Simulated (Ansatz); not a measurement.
## KTaSe3 (model cell, started as cubic perovskite with Ta in the octahedra): a soft mode frozen in

Aim: this structure of KTaSe3 (model cell, started as cubic perovskite with Ta in the octahedra) is to be tested for unstable modes, and one is followed downhill.

Program: Ansatz 0.2.0. Level of theory: DFT LDA, scalar-relativistic, plane waves, PAW; PAW set soft_1. Results are calculated unless marked as measured.

This is a report of a sequence of runs, with most program output left out.

The structure was built from a prototype and need not be the compound's stable phase.

**1. The structure**

Symmetry: Pm-3m, No. 221, cubic system. Conventional cell: a = 4.999 Å, b = 4.999 Å, c = 4.999 Å, α = 90.00°, β = 90.00°, γ = 90.00°. Nearest to K lie 12 Se at 3.53 Å. Nearest to Ta lie 6 Se at 2.50 Å. Nearest to Se lie 2 Ta at 2.50 Å and 4 K at 3.53 Å. Farther neighbours and most contacts between anions are not listed.

**2. Response at finite wavevector**

The cell comes from relaxations at this level that are not shown. Stability and thermal properties need the whole zone. Linear response on a 2×2×2 q mesh gives force constants as far as a supercell of that size would.

Input file input.yaml:

```yaml
crystal:
  lattice:
    - [4.998906978, 0.0, 0.0]
    - [0.0, 4.998906978, 0.0]
    - [0.0, 0.0, 4.998906978]
  atoms:
    - { symbol: K, position: [0.0, 0.0, 0.0] }
    - { symbol: Ta, position: [0.5, 0.5, 0.5] }
    - { symbol: Se, position: [0.5, 0.5, 0.0] }
    - { symbol: Se, position: [0.5, 0.0, 0.5] }
    - { symbol: Se, position: [0.0, 0.5, 0.5] }
kpoints:
  mp_grid: { grid: [8, 8, 8] }
hamiltonian:
  xc: lda
  pseudopotentials: { kind: paw, azcp: { folder: soft_1 }, xc_functional: pbe }
scf:
  occupations: { method: methfessel_paxton, width: 0.2 }
output:
  eigenvalues: true
phonons:
  method: dfpt
  qmesh: [2, 2, 2]
  temperatures: { t_max: 1000, t_step: 50 }
  qpath:
    path:
      - [[0.0, 0.0, 0.0], [0.0, 0.5, 0.0], [0.5, 0.5, 0.0], [0.0, 0.0, 0.0], [0.5, 0.5, 0.5], [0.0, 0.5, 0.0]]
      - [[0.5, 0.5, 0.5], [0.5, 0.5, 0.0]]
    npoints: 10
```

On the command line:

```console
ansatz run input.yaml --threads 4 --pin off --max-ram 16384MiB --backend cpu --events-out ev --progress --plain --runs-dir out
```

Elapsed: 7.8 min, on 4 threads of Arm Neoverse V1, shared host; peak memory 1.8 GiB; 30 min of CPU time.

Numbers from this step:

- volume per atom: 24.98 Å³
- gap on the k-mesh: 0 eV
- sum-rule residual before enforcement: 3.63e-5 eV/Å²
- lowest frequency on the path: -126.6 cm⁻¹
- point group: m-3m
- highest frequency on the path or at a solved wavevector: 302.9 cm⁻¹
- highest optical mode at the zone centre (no LO-TO term): 230.7 cm⁻¹
- lowest optical zone-centre mode: 45.85 cm⁻¹
- lowest mode on the q mesh (acoustic modes at Γ apart): -126.6 cm⁻¹

Frequencies (cm⁻¹) solved at each irreducible wavevector; negative means imaginary. Frequencies by wavevector, by row:

```
q in reciprocal lattice units  star  mode 1  mode 2  mode 3  mode 4  mode 13  mode 14  mode 15
                        0 0 0     1       0       0       0    45.9    230.7    230.7    230.7
                     0 0 -0.5     3      13      13    58.8    58.8    229.4    229.4    263.7
                  0 -0.5 -0.5     3   -45.4   -19.4      65      65    149.5    228.3    284.8
               -0.5 -0.5 -0.5     1  -126.6  -126.6   -48.8   -48.8    149.6    149.6    302.1
```

Interpolated from a 2×2×2 q mesh. Phonon branches along the path, in cm⁻¹:

| point | branch 1 | branch 2 | branch 3 | branch 4 | branch 12 | branch 13 | branch 14 | branch 15 |
| --- | --- | --- | --- | --- | --- | --- | --- | --- |
| Γ | 0 | 0 | 0 | 46 | 80 | 231 | 231 | 231 |
| halfway | 17 | 17 | 51 | 51 | 110 | 230 | 230 | 246 |
| X | 13 | 13 | 59 | 59 | 148 | 229 | 229 | 264 |
| halfway | -8 | 28 | 49 | 67 | 149 | 172 | 229 | 280 |
| M | -45 | -19 | 65 | 65 | 150 | 150 | 228 | 285 |
| halfway | 14 | 23 | 56 | 61 | 114 | 197 | 230 | 268 |
| Γ | 0 | 0 | 0 | 46 | 80 | 231 | 231 | 231 |
| halfway | 14 | 14 | 40 | 69 | 115 | 185 | 185 | 289 |
| R | -127 | -127 | -49 | -49 | 150 | 150 | 150 | 302 |
| halfway | 15 | 21 | 33 | 55 | 144 | 149 | 172 | 298 |
| X | 13 | 13 | 59 | 59 | 148 | 229 | 229 | 264 |
| jump to R | -127 | -127 | -49 | -49 | 150 | 150 | 150 | 302 |
| halfway | -66 | -47 | 27 | 27 | 147 | 150 | 150 | 302 |
| M | -45 | -19 | 65 | 65 | 150 | 150 | 228 | 285 |

Symmetry leaves 4 wavevectors to solve. The lowest mode among them, the acoustic zeros apart, lies at q = (-0.5, -0.5, -0.5) and is imaginary, 126.6i cm⁻¹, so the energy falls along it.

**3. The mode frozen in, largest atomic shift 0 Å**

The mode followed lies at q = (-0.5, -0.5, -0.5) with frequency 48.8i cm⁻¹ and is 3-fold degenerate, one of the unstable modes though not the softest. At small amplitude the distorted cell has space group no. 140 by a symmetry search on the positions. The undistorted cell that holds it gives the zero of energy on the same k mesh.

System of this step: KTaSe3 (model cell, started as cubic perovskite with Ta in the octahedra). Symmetry: Pm-3m, No. 221, cubic system. The conventional cell has a = 4.999 Å, b = 4.999 Å, c = 4.999 Å, α = 90.00°, β = 90.00°, γ = 90.00°. Nearest to K lie 12 Se at 3.53 Å. Ta has 6 Se at 2.50 Å nearest. Se has 2 Ta at 2.50 Å and 4 K at 3.53 Å nearest. Farther neighbours and most contacts between anions are not listed.

input.yaml, the sections that differ from step 2:

```yaml
crystal:
  lattice:
    - [4.998906978, 4.998906978, 0.0]
    - [4.998906978, 0.0, 4.998906978]
    - [4.998906978, 0.0, -4.998906978]
  atoms:
    - { symbol: K, position: [0.0, 0.0, 0.0] }
    - { symbol: K, position: [0.0, 0.5, 0.5] }
    - { symbol: Ta, position: [0.5, 0.25, 0.75] }
    - { symbol: Ta, position: [0.5, 0.75, 0.25] }
    - { symbol: Se, position: [0.5, 0.5, 0.5] }
    - { symbol: Se, position: [0.5, 0.0, 0.0] }
    - { symbol: Se, position: [0.0, 0.5, 0.0] }
    - { symbol: Se, position: [0.0, 0.0, 0.5] }
    - { symbol: Se, position: [0.5, 0.5, 0.0] }
    - { symbol: Se, position: [0.5, 0.0, 0.5] }
output:
  forces: true
  stress: true
  eigenvalues: true
# kpoints, hamiltonian, scf: as in step 2
# phonons: removed
```

It took 12 s on 4 threads; peak memory 0.98 GiB.

Numbers from this step:

```
pressure                         : -0.1008 GPa
energy from the undistorted cell : 0 meV/atom
```

The run ends at a pressure of -0.10 GPa.

**4. The mode frozen in, largest atomic shift 0.45 Å**

The atoms are moved along the unstable eigenvector, the largest shift by 0.45 Å, with the cell fixed.

input.yaml, the sections that differ from step 3:

```yaml
crystal:
  lattice:
    - [4.998906978, 4.998906978, 0.0]
    - [4.998906978, 0.0, 4.998906978]
    - [4.998906978, 0.0, -4.998906978]
  atoms:
    - { symbol: K, position: [0.0, 0.0, 0.0] }
    - { symbol: K, position: [0.0, 0.5, 0.5] }
    - { symbol: Ta, position: [0.5, 0.25, 0.75] }
    - { symbol: Ta, position: [0.5, 0.75, 0.25] }
    - { symbol: Se, position: [0.5, 0.5450098393, 0.5450098393] }
    - { symbol: Se, position: [0.5, -0.0450098393, -0.0450098393] }
    - { symbol: Se, position: [0.0, 0.5, 0.0] }
    - { symbol: Se, position: [0.0, 0.0, 0.5] }
    - { symbol: Se, position: [0.5, 0.4549901607, 0.0450098393] }
    - { symbol: Se, position: [0.5, 0.0450098393, 0.4549901607] }
# kpoints, hamiltonian, scf, output: as in step 3
```

It took 27 s on 4 threads; peak memory 1.3 GiB; 1.8 min of CPU time.

This step gave:

- pressure: -1.473 GPa
- energy from the undistorted cell: -17.11 meV/atom

The energy, extrapolated to zero smearing, is -17.11 meV/atom against the undistorted cell.

The run ends at a pressure of -1.47 GPa, with forces up to 0.045 eV/Å.

**5. Energy along the mode, all amplitudes (two of the runs are shown above)**

An imaginary frequency means negative curvature, so the energy should fall and then rise again as anharmonic terms take over.

Numbers from this step:

| Property | Result |
| --- | --- |
| depth at the lowest point sampled | 17.11 meV/atom |
| largest atomic shift at that point | 0.45 Å |

Table of energy from the parent by largest atomic shift:

```
largest atomic shift (Å)  energy from the parent (meV/atom)
                   0.000                                  0
                   0.040                             -0.167
                   0.080                              -0.68
                   0.140                              -2.16
                   0.220                              -5.62
                   0.320                              -11.8
                   0.450                              -17.1
                   0.600                              -13.4
```

Displacement at unit largest shift by atom:

| atom | x (Å) | y (Å) | z (Å) | size |
| --- | --- | --- | --- | --- |
| K1 | 0.00 | 0.00 | 0.00 | 0.00 |
| K2 | 0.00 | 0.00 | 0.00 | 0.00 |
| Ta3 | 0.00 | 0.00 | 0.00 | 0.00 |
| Ta4 | 0.00 | 0.00 | 0.00 | 0.00 |
| Se5 | 1.00 | 0.00 | 0.00 | 1.00 |
| Se6 | -1.00 | 0.00 | 0.00 | 1.00 |
| Se7 | 0.00 | 0.00 | 0.00 | 0.00 |
| Se8 | 0.00 | 0.00 | 0.00 | 0.00 |
| Se9 | 0.00 | 0.00 | -1.00 | 1.00 |
| Se10 | 0.00 | 0.00 | 1.00 | 1.00 |

The lowest of the steps tried is at 0.45 Å, 17.1 meV/atom below the parent; the bottom of the well need not coincide with a step.

**6. Relaxing from the distorted cell**

Starting from the lowest point found, all atoms and the cell are let go, so that strain and other modes of the same symmetry can join in.

input.yaml: that of step 4 with these lines changed.

```diff
@@ -27 +27,10 @@
   eigenvalues: true
+  write_density: true
+  write_potential: true
+  elf: true
+  volumetric_format: npy
+relax:
+  adjacent_minimum: "off"
+  f_tol: 0.002
+  max_steps: 120
+  cell: { stress_tol: 0.03 }
```

Wall time 3.8 min (4 threads); peak memory 1.3 GiB.

Relaxation path:

```csv
step,energy less that of the first step (eV),largest force component (eV/Å),pressure (GPa),volume (Å³)
1,0.0000,0.0454,-1.47,249.84
2,-0.0852,0.1783,0.76,241.46
3,-0.1611,0.0959,0.35,239.39
4,-0.1787,0.1324,-0.27,235.55
5,-0.1894,0.0132,0.12,236.11
6,-0.1896,0.0038,-0.04,236.62
7,-0.1896,0.0003,0.00,236.52
8*,-0.1884,0.0002,0.00,236.52
```

Relaxation steps marked * repeat the geometry before them on a plane-wave basis chosen anew for their cell, so energy and pressure can jump there.

The run keeps the 16 symmetry operations that it works with, so distortions that break them were not tested.

| conventional cell, symmetrised | before | after | change |
| --- | --- | --- | --- |
| a (Å) | 7.070 | 6.770 | -4.2 % |
| b (Å) | 7.070 | 6.770 | -4.2 % |
| c (Å) | 9.998 | 10.322 | +3.2 % |
| volume (Å³/atom) | 24.98 | 23.65 | -5.3 % |

The atoms that moved most (Å, as changes of fractional coordinates times the final cell):

```
atom      dx     dy      dz  length
 Se5   0.302  0.000   0.000   0.302
 Se6  -0.302  0.000   0.000   0.302
Se10   0.000  0.000   0.302   0.302
 Se9   0.000  0.000  -0.302   0.302
```

This step gave:

* pressure: -7.92e-4 GPa
* volume per atom: 23.65 Å³

Valence density in the ac plane of the conventional cell at fractional y = 0.000, with atoms of K and Ta and Se within 0.2 Å of it. It is the smooth field of the valence electrons, not physical close to the nuclei.

Ten steps, logarithmic in the rise over the least value, from '_' (0 e/Å³) to '@' (38 e/Å³), each cell a mean:
```
++++--..________________________..==++
==--..____________________________::--
....______________________________....
::....__________......____________..::
++--..________..--====::________..::==
@@**::..______::==++++--..______..==%%
%%++::..______::==++++--..______..--##
--::..________..::----..________..::::
....______________________________....
::..______________________________..::
====::__________________________..--==
++++--..__....____________......::==++
++++--..________________________..==++
==--..____________________________::--
....______________________________....
::....__________......____________..::
++--..________..--====::________..::==
@@**::..______::==++++--..______..==%%
%%++::..______::==++++--..______..--##
--::..________..::----..________..::::
....______________________________....
::..______________________________..::
====::__________________________..--==
++++--..__....____________......::==++
```
Columns run along a (6.8 Å), rows up along c (10.3 Å), edges of the conventional cell, whose origin can differ from the input's. Atoms in or near the plane, at fractional coordinates: K at (0.50, 0.75), K at (0.50, 0.25), Ta at (0.00, 0.00), Ta at (0.00, 0.50), Se at (0.00, 0.75), Se at (0.00, 0.25).

ELF in the ac plane of the conventional cell at fractional y = 0.000, with atoms of K and Ta and Se within 0.2 Å of it. It is the smooth field of the valence electrons, not physical close to the nuclei.

Ten even steps from '0' (0.04) to '9' (0.85), each cell a mean:
```
5742467642357752276
6521355521145542136
3321122100001211223
8764100146520002578
6887301799984015887
1598403997896117973
3698403898996016984
8886200589972004788
6653100013210001456
3211233200013321113
7731466631256652157
2752467742367753375
5742467642357753276
6521355521145542136
3321122100001221223
8764100146530002578
6887301799984015887
1598403997896117973
3698403898996016984
8886200589972004788
6653100013210001456
3211233200013321113
7731466631256652157
2752467742367753375
```
Columns run along a (6.8 Å), rows up along c (10.3 Å), edges of the conventional cell, whose origin can differ from the input's. Atoms in or near the plane, at fractional coordinates: K at (0.50, 0.75), K at (0.50, 0.25), Ta at (0.00, 0.00), Ta at (0.00, 0.50), Se at (0.00, 0.75), Se at (0.00, 0.25).

Electrostatic potential energy in the ac plane of the conventional cell at fractional y = 0.000, with atoms of K and Ta and Se within 0.2 Å of it. With pseudopotentials it is smooth inside the atoms' cores, unlike the true potential.

Ten even steps from '_' (-43 eV) to '@' (12 eV), each cell a mean:
```
____==%%@@@@@@@@@@@@@@@@@@@@@@%%**::__
::==##%%@@@@@@@@@@@@@@@@@@@@@@@@%%++--
##%%@@@@@@@@@@@@@@@@@@@@@@@@@@@@@@%%##
##%%@@@@@@@@@@@@%%##%%%%@@@@@@@@@@%%##
##**##@@@@@@@@##==::--**%%@@@@@@%%****
@@%%**@@@@@@%%++..____--##@@@@@@##**@@
@@##**@@@@@@@@**::__..==%%@@@@@@%%**%%
****%%@@@@@@@@%%**==++##@@@@@@@@@@##**
%%%%@@@@@@@@@@@@@@%%@@@@@@@@@@@@@@%%%%
**##%%@@@@@@@@@@@@@@@@@@@@@@@@@@@@##**
__::**%%@@@@@@@@@@@@@@@@@@@@@@@@##==..
____==##@@@@@@@@@@@@@@@@@@@@@@%%**..__
____==%%@@@@@@@@@@@@@@@@@@@@@@%%**::__
::==##%%@@@@@@@@@@@@@@@@@@@@@@@@%%++--
##%%@@@@@@@@@@@@@@@@@@@@@@@@@@@@@@%%##
##%%@@@@@@@@@@@@%%##%%%%@@@@@@@@@@%%##
##**##@@@@@@@@##==::--**%%@@@@@@%%****
@@%%**@@@@@@%%++..____--##@@@@@@##**@@
@@##**@@@@@@@@**::__..==%%@@@@@@%%**%%
****%%@@@@@@@@%%**==++##@@@@@@@@@@##**
%%%%@@@@@@@@@@@@@@%%@@@@@@@@@@@@@@%%%%
**##%%@@@@@@@@@@@@@@@@@@@@@@@@@@@@##**
__::**%%@@@@@@@@@@@@@@@@@@@@@@@@##==..
____==##@@@@@@@@@@@@@@@@@@@@@@%%**..__
```
Columns run along a (6.8 Å; values clipped at the 3rd and 97th percentile), rows up along c (10.3 Å), edges of the conventional cell, whose origin can differ from the input's. Atoms in or near the plane, at fractional coordinates: K at (0.50, 0.75), K at (0.50, 0.25), Ta at (0.00, 0.00), Ta at (0.00, 0.50), Se at (0.00, 0.75), Se at (0.00, 0.25).

The distorted start has space group I4/mcm; the relaxation ends in I4/mcm.

**7. The new phase in its own primitive cell**

The relaxed structure is symmetrised, reduced to its primitive cell and relaxed tightly, as its phonons need.

Input file input.yaml:

```yaml
crystal:
  lattice:
    - [-3.3848195134, 3.3848195134, 5.1609483207]
    - [3.3848195134, -3.3848195134, 5.1609483207]
    - [3.3848195134, 3.3848195134, -5.1609483207]
  atoms:
    - { symbol: K, position: [0.75, 0.25, 0.5] }
    - { symbol: K, position: [0.25, 0.75, 0.5] }
    - { symbol: Ta, position: [0.0, 0.0, 0.0] }
    - { symbol: Ta, position: [0.5, 0.5, 0.0] }
    - { symbol: Se, position: [0.1734597584, 0.6734597584, 0.8469195167] }
    - { symbol: Se, position: [0.8265402416, 0.3265402416, 0.1530804833] }
    - { symbol: Se, position: [0.75, 0.75, 0.0] }
    - { symbol: Se, position: [0.25, 0.25, 0.0] }
    - { symbol: Se, position: [0.6734597584, 0.8265402416, 0.5] }
    - { symbol: Se, position: [0.3265402416, 0.1734597584, 0.5] }
kpoints:
  mp_grid: { grid: [8, 8, 8] }
hamiltonian:
  xc: lda
  pseudopotentials: { kind: paw, azcp: { folder: soft_1 }, xc_functional: pbe }
scf:
  occupations: { method: methfessel_paxton, width: 0.2 }
output:
  forces: true
  stress: true
  eigenvalues: true
relax:
  adjacent_minimum: "off"
  f_tol: 0.001
  max_steps: 60
  cell: { stress_tol: 0.01 }
```

Run time: 54 s. Hardware: 4 threads; peak memory 1.3 GiB.

Little changed from the start: no atom moved by 0.005 Å and no cell edge by 0.1 %.

The largest force component left is 0.13 meV/Å and the pressure is -0.001 GPa, within the tolerances set. The cell now holds 23.65 Å³/atom.

**8. Modes of the new phase**

A relaxed structure may still be a saddle point, so its zone-centre modes are computed. No field response is asked, since the mesh shows no gap.

input.yaml: that of step 7 with these lines changed.

```diff
@@ -11,3 +11,3 @@
     - { symbol: Se, position: [0.1734597584, 0.6734597584, 0.8469195167] }
-    - { symbol: Se, position: [0.8265402416, 0.3265402416, 0.1530804833] }
+    - { symbol: Se, position: [0.8265402416, 0.3265402416, 0.1530804832] }
     - { symbol: Se, position: [0.75, 0.75, 0.0] }
@@ -24,9 +24,4 @@
 output:
-  forces: true
-  stress: true
   eigenvalues: true
-relax:
-  adjacent_minimum: "off"
-  f_tol: 0.001
-  max_steps: 60
-  cell: { stress_tol: 0.01 }
+phonons:
+  method: dfpt
```

The job ended after 10 min (4 threads; peak memory 12 GiB).

The run was cut off at the time limit after its SCF cycle had converged; no result of it is taken.

The program's message: “Warning: R”

**9. Summary of results**

| Quantity | Value |
| --- | --- |
| unstable mode of the parent | q = (-0.5, -0.5, -0.5), 49i cm⁻¹ |
| depth at the lowest point sampled | 17.1 meV/atom |
| largest atomic shift at that point | 0.45 Å |
| space group reached (within 0.01 Å) | I4/mcm |
| energy gained over the parent (first relaxation, on the mesh of the frozen mode) | 36.1 meV/atom |
| volume per atom, phase reached | 23.7 Å³ |

What this shows: Along this mode the structure falls into I4/mcm, 36.1 meV/atom below the parent. At the parent's cell the well is 17.11 meV/atom deep on the steps tried, with its lowest point at a shift of 0.45 Å. Relaxing atoms and cell changes the gain by +18.95 meV/atom against the lowest step (energies at zero smearing). The modes of the phase reached were not computed on this path. Of the 4 patterns followed to their end from this parent, this one reaches the lowest energy. Each path keeps the symmetry of its pattern, so a lower phase may lie along a pattern not tried. With no gap, or one that is small against the smearing, the frequencies hang on the k mesh and the smearing, most of all near Kohn anomalies. Spin-orbit coupling is left out, which can matter for the heavy elements here. The PAW files were made for PBE and serve the other functionals too. The starting cell was built on a prototype and not taken from a measurement, so the phase need not exist.

[Logs are printed without paths, hosts, clocks, repeated set-up lines and the standing remarks that a program may print on its own settings, such as how far it seeks lower states.]

[Hosts, paths, dates, database ids (printed as entryN), source tags and the programs' standing remarks are cut or masked in the printed files.]
